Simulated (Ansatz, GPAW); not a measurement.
# Work function of a 9-layer slab of Ni(100) at several levels, part 2 of 4

Wanted: work functions and dipole of a 9-layer slab of Ni(100), with the cost of each level.

GPAW 26.7.0 and Ansatz 0.2.0; Ansatz plane waves; slab in vacuum with a dipole correction, relaxation (the session's first sound run).

So far, upper work function (eV): step 2 (relaxation) 4.90.

**3. Plane waves, PBE**

The work function is the vacuum plateau of the electrostatic potential less the Fermi level; a dipole layer lets the two faces have plateaus of their own.

This step: GPAW, PAW setups; slab in vacuum (GPAW 26.7.0).

Input file run.py:

```python
import json
import numpy as np
from ase import Atoms
from gpaw import GPAW, PW

slab = Atoms(
    ['Ni', 'Ni', 'Ni', 'Ni', 'Ni', 'Ni', 'Ni', 'Ni', 'Ni'],
    positions=[
        [0.00000, 0.00000, 8.00000],
        [1.24451, 1.24451, 9.76000],
        [0.00000, 0.00000, 11.52000],
        [1.24451, 1.24451, 13.28000],
        [0.00000, 0.00000, 15.04003],
        [1.24451, 1.24451, 16.79949],
        [-0.00000, 0.00000, 18.56064],
        [1.24451, 1.24451, 20.33500],
        [-0.00000, 0.00000, 22.02973]],
    cell=[[2.48902, 0.0, 0.0], [0.0, 2.48902, 0.0], [0.0, 0.0, 30.08]],
    pbc=[True, True, False],
    magmoms=[0.7, 0.7, 0.7, 0.7, 0.7, 0.7, 0.7, 0.7, 0.7])

slab.calc = GPAW(mode=PW(400), xc='PBE', kpts={'size': (13, 13, 1), 'gamma': True},
                 occupations={'name': 'fermi-dirac', 'width': 0.1}, nbands='160%',
                 convergence={'density': 1e-05}, maxiter=200,
                 poissonsolver={'dipolelayer': 'xy'},
                 symmetry={'tolerance': 1e-3}, txt='slab.txt')
result = {}
energy = slab.get_potential_energy()
fermi = slab.calc.get_fermi_level()
v = slab.calc.get_electrostatic_potential().mean((0, 1)) - fermi
n = slab.calc.get_pseudo_density().mean((0, 1))
L = slab.cell[2, 2]
z = np.arange(len(v)) * L / len(v)
low, high = slab.positions[:, 2].min(), slab.positions[:, 2].max()
below, above = np.interp([low - 5.8, high + 5.8], z, v)
slopes = [np.interp(x, z, np.gradient(v, z)) for x in (low - 5.8, high + 5.8)]
eps = np.array([[slab.calc.get_eigenvalues(k, s) for k in range(len(slab.calc.get_ibz_k_points()))]
                for s in range(slab.calc.get_number_of_spins())]) - fermi
top, bottom = eps[eps < 0].max(), eps[eps > 0].min()
dipole = slab.get_dipole_moment()[2]
print(f'energy {energy:.4f} eV, Fermi level {fermi:.4f} eV, dipole {dipole:.5f} e A')
print(f'potential 5.8 A off the faces, from the Fermi level: lower {below:.4f} eV, upper {above:.4f} eV')
print(f'slope of the potential there: lower {slopes[0]:.5f}, upper {slopes[1]:.5f} eV/A')
print(f'nearest levels on the mesh: {top:.4f} and {bottom:.4f} eV')
print('magnetic moment', round(slab.get_magnetic_moment(), 3))
result.update(energy=energy, fermi=fermi, dipole=dipole, below=below, above=above, slopes=slopes, edges=[top, bottom],
              z=z.tolist(), v=v.tolist(), n=n.tolist(), positions=slab.positions.tolist(),
              forces=slab.get_forces(apply_constraint=False).tolist(), moments=slab.get_magnetic_moments().tolist())
json.dump(result, open('result.json', 'w'))
```

Started as:

```
OMP_NUM_THREADS=1 OPENBLAS_NUM_THREADS=1 python run.py
```

What it wrote:

```text
energy -63.4822 eV, Fermi level 2.2116 eV, dipole 0.00016 e A
potential 5.8 A off the faces, from the Fermi level: lower 4.9427 eV, upper 4.9403 eV
slope of the potential there: lower -0.00001, upper 0.00005 eV/A
nearest levels on the mesh: -0.0057 and 0.0042 eV
magnetic moment 5.929
```

Elapsed: 30 min, on 1 thread of AMD EPYC 7R13 (Zen 3), shared host; peak memory 0.59 GiB.

This step gave:

```
dipole along the normal                    : 1.60e-4 e·Å
levels nearest the Fermi level on the mesh : -0.005724, 0.004154 eV from the Fermi level
upper work function                        : 4.940 eV
lower work function                        : 4.943 eV
sum of the site moments                    : 6.276 μB
```

The electrostatic potential energy of an electron (without an applied field's), less the Fermi level, planar mean oscillates, so the rows of the table below give means over windows of 1.72 Å about each position, cut where the curve ends. Its maxima inside the range that stand out by 2 % of the span (Å: eV): 8.9: -2.16, 10.6: -2.24, 12.4: -2.30, 14.2: -2.24, 15.9: -2.25, 17.7: -2.28, 19.4: -2.10, 21.2: -2.85. Its minima: 7.9: -15.6, 9.8: -15.9, 11.5: -15.9, 13.3: -15.8, 15.0: -15.9, 16.8: -15.8, 18.6: -15.9, 20.3: -15.9, 22.0: -15.8.

The electrostatic potential energy of an electron (without an applied field's), less the Fermi level, planar mean by z; means over each step:

```
z (Å)  electrostatic potential energy of an electron (without an applied field's), less the Fermi level, planar mean (eV)
 0.86                                                                                                                4.94
 2.58                                                                                                                4.94
 4.30                                                                                                                4.94
 6.02                                                                                                                4.43
 7.74                                                                                                               -7.50
 9.46                                                                                                               -8.60
11.18                                                                                                               -8.61
12.90                                                                                                               -8.59
14.62                                                                                                               -8.57
16.34                                                                                                               -8.55
18.06                                                                                                               -8.50
19.78                                                                                                               -8.42
21.50                                                                                                               -8.90
23.22                                                                                                                1.13
24.94                                                                                                                4.89
26.66                                                                                                                4.94
28.38                                                                                                                4.94
```

The pseudo valence density, planar mean oscillates, so the rows of the table below give means over windows of 1.72 Å about each position, cut where the curve ends. Its maxima inside the range that stand out by 2 % of the span (Å: e/Å³): 7.9: 3.28, 9.7: 3.17, 11.6: 3.20, 13.3: 3.31, 15.0: 3.35, 16.8: 3.31, 18.5: 3.20, 20.4: 3.23, 22.1: 3.12. Its minima: 8.8: 0.381, 10.7: 0.390, 12.5: 0.376, 14.2: 0.370, 15.9: 0.370, 17.6: 0.376, 19.6: 0.382, 21.3: 0.429.

Table of pseudo valence density, planar mean by z; means over each step:

z (Å), pseudo valence density, planar mean (e/Å³) and a bar:
```
     4.30       0.00 
     6.02       0.02 
     7.74       1.41 ############################
     9.46       1.49 #############################
    11.18       1.48 #############################
    12.90       1.48 #############################
    14.62       1.48 #############################
    16.34       1.47 #############################
    18.06       1.47 #############################
    19.78       1.45 #############################
    21.50       1.52 ##############################
    23.22       0.25 #####
    24.94       0.00 
    26.66       0.00
```

Force by atom:

```
atom  x (eV/Å)  y (eV/Å)  z (eV/Å)   size
 Ni1     0.000     0.000     0.262  0.262
 Ni2     0.000     0.000    -0.372  0.372
 Ni3     0.000     0.000     0.026  0.026
 Ni4     0.000     0.000     0.015  0.015
 Ni5     0.000     0.000    -0.002  0.002
 Ni6     0.000     0.000     0.003  0.003
 Ni7     0.000     0.000     0.003  0.003
 Ni8     0.000     0.000    -0.031  0.031
 Ni9     0.000     0.000     0.094  0.094
```

The potential is flat to 5.3e-5 eV/Å where it is read, so the vacuum is wide enough. The geometry is the other program's minimum; here the largest force on a free atom is 0.094 eV/Å.

**4. Self-consistent run: xc = "RPBE"**

The same geometry under RPBE, to see how far the functional moves the levels against the vacuum.

Edit run.py of step 3 so:

```diff
@@ -21,3 +21,3 @@
 
-slab.calc = GPAW(mode=PW(400), xc='PBE', kpts={'size': (13, 13, 1), 'gamma': True},
+slab.calc = GPAW(mode=PW(400), xc='RPBE', kpts={'size': (13, 13, 1), 'gamma': True},
                  occupations={'name': 'fermi-dirac', 'width': 0.1}, nbands='160%',
```

What it wrote:

```text
energy -59.1832 eV, Fermi level 2.3708 eV, dipole 0.00014 e A
potential 5.8 A off the faces, from the Fermi level: lower 4.7759 eV, upper 4.7741 eV
slope of the potential there: lower -0.00001, upper 0.00005 eV/A
nearest levels on the mesh: -0.0008 and 0.0008 eV
magnetic moment 5.963
```

It took 29 min on 1 thread; peak memory 0.59 GiB.

Numbers from this step:

```
dipole along the normal                    : 1.37e-4 e·Å
levels nearest the Fermi level on the mesh : -8.13e-4, 7.87e-4 eV from the Fermi level
upper work function                        : 4.774 eV
lower work function                        : 4.776 eV
sum of the site moments                    : 6.340 μB
```

The electrostatic potential energy of an electron (without an applied field's), less the Fermi level, planar mean oscillates, so the rows of the table below give means over windows of 1.72 Å about each position, cut where the curve ends. Its maxima inside the range that stand out by 2 % of the span (Å: eV): 8.9: -2.33, 10.6: -2.41, 12.4: -2.46, 14.2: -2.41, 15.9: -2.42, 17.7: -2.44, 19.4: -2.27, 21.2: -3.02. Its minima: 7.9: -15.7, 9.8: -16.1, 11.5: -16.0, 13.3: -16.0, 15.0: -16.1, 16.8: -16.0, 18.6: -16.0, 20.3: -16.1, 22.0: -15.9.

Electrostatic potential energy of an electron (without an applied field's), less the Fermi level, planar mean against z; means over each step:

```
z (Å)  electrostatic potential energy of an electron (without an applied field's), less the Fermi level, planar mean (eV)
 0.86                                                                                                                4.78
 2.58                                                                                                                4.78
 4.30                                                                                                                4.77
 6.02                                                                                                                4.25
 7.74                                                                                                               -7.65
 9.46                                                                                                               -8.75
11.18                                                                                                               -8.77
12.90                                                                                                               -8.74
14.62                                                                                                               -8.72
16.34                                                                                                               -8.70
18.06                                                                                                               -8.66
19.78                                                                                                               -8.57
21.50                                                                                                               -9.05
23.22                                                                                                               0.961
24.94                                                                                                                4.72
26.66                                                                                                                4.77
28.38                                                                                                                4.77
```

The pseudo valence density, planar mean oscillates, so the rows of the table below give means over windows of 1.72 Å about each position, cut where the curve ends. Its maxima inside the range that stand out by 2 % of the span (Å: e/Å³): 7.9: 3.28, 9.7: 3.17, 11.6: 3.20, 13.3: 3.31, 15.0: 3.35, 16.8: 3.31, 18.5: 3.20, 20.4: 3.23, 22.1: 3.12. Its minima: 8.8: 0.381, 10.7: 0.390, 12.5: 0.376, 14.2: 0.369, 15.9: 0.369, 17.6: 0.375, 19.6: 0.381, 21.3: 0.428.

Pseudo valence density, planar mean against z; means over each step:

```
z (Å)  pseudo valence density, planar mean (e/Å³)
 4.30                                      2.5e-4
 6.02                                      0.0191
 7.74                                        1.41
 9.46                                        1.49
11.18                                        1.48
12.90                                        1.48
14.62                                        1.48
16.34                                        1.47
18.06                                        1.47
19.78                                        1.45
21.50                                        1.52
23.22                                       0.252
24.94                                     0.00178
26.66                                      2.5e-5
```

Force by atom:

```
atom  x (eV/Å)  y (eV/Å)  z (eV/Å)   size
 Ni1     0.000     0.000     0.023  0.023
 Ni2     0.000     0.000    -0.370  0.370
 Ni3     0.000     0.000     0.027  0.027
 Ni4     0.000     0.000     0.015  0.015
 Ni5     0.000     0.000    -0.002  0.002
 Ni6     0.000     0.000     0.003  0.003
 Ni7     0.000     0.000     0.007  0.007
 Ni8     0.000     0.000    -0.057  0.057
 Ni9     0.000     0.000     0.354  0.354
```

The upper face's work function is 4.774 eV, against 4.940 eV in the first plane-wave PBE run at this geometry.

**5. Self-consistent run: xc = "revPBE"**

The same geometry under revPBE, to see how far the functional moves the levels against the vacuum.

Edit run.py of step 4 so:

```diff
@@ -21,3 +21,3 @@
 
-slab.calc = GPAW(mode=PW(400), xc='RPBE', kpts={'size': (13, 13, 1), 'gamma': True},
+slab.calc = GPAW(mode=PW(400), xc='revPBE', kpts={'size': (13, 13, 1), 'gamma': True},
                  occupations={'name': 'fermi-dirac', 'width': 0.1}, nbands='160%',
```

What it wrote:

```text
energy -59.9974 eV, Fermi level 2.3368 eV, dipole 0.00013 e A
potential 5.8 A off the faces, from the Fermi level: lower 4.7985 eV, upper 4.7969 eV
slope of the potential there: lower -0.00002, upper 0.00011 eV/A
nearest levels on the mesh: -0.0010 and 0.0003 eV
magnetic moment 5.953
```

The job ended after 35 min (1 thread; peak memory 0.59 GiB).

Numbers from this step:

```yaml
dipole_along_the_normal: 1.27e-4 e·Å
levels_nearest_the_fermi_level_on_the_mesh: -0.001025, 3.36e-4 eV from the Fermi level
upper_work_function: 4.797 eV
lower_work_function: 4.799 eV
sum_of_the_site_moments: 6.323 μB
```

The electrostatic potential energy of an electron (without an applied field's), less the Fermi level, planar mean oscillates, so the rows of the table below give means over windows of 1.72 Å about each position, cut where the curve ends. Its maxima inside the range that stand out by 2 % of the span (Å: eV): 8.9: -2.28, 10.6: -2.36, 12.4: -2.42, 14.2: -2.36, 15.9: -2.37, 17.7: -2.40, 19.4: -2.22, 21.2: -2.97. Its minima: 7.9: -15.7, 9.8: -16.0, 11.5: -16.0, 13.3: -15.9, 15.0: -16.0, 16.8: -15.9, 18.6: -16.0, 20.3: -16.0, 22.0: -15.9.

Table of electrostatic potential energy of an electron (without an applied field's), less the Fermi level, planar mean by z; means over each step:

```
z (Å)  electrostatic potential energy of an electron (without an applied field's), less the Fermi level, planar mean (eV)
 0.86                                                                                                                4.80
 2.58                                                                                                                4.80
 4.30                                                                                                                4.79
 6.02                                                                                                                4.29
 7.74                                                                                                               -7.61
 9.46                                                                                                               -8.71
11.18                                                                                                               -8.72
12.90                                                                                                               -8.70
14.62                                                                                                               -8.68
16.34                                                                                                               -8.66
18.06                                                                                                               -8.61
19.78                                                                                                               -8.53
21.50                                                                                                               -9.01
23.22                                                                                                                1.00
24.94                                                                                                                4.75
26.66                                                                                                                4.80
28.38                                                                                                                4.80
```

The upper face's work function is 4.797 eV, against 4.940 eV in the first plane-wave PBE run at this geometry.

[end of part 2 of 4]

[Logs are printed without paths, hosts, clocks, repeated set-up lines and the standing remarks that a program may print on its own settings, such as how far it seeks lower states.]

[Hosts, paths, dates, database ids (printed as entryN), source tags and the programs' standing remarks are cut or masked in the printed files.]
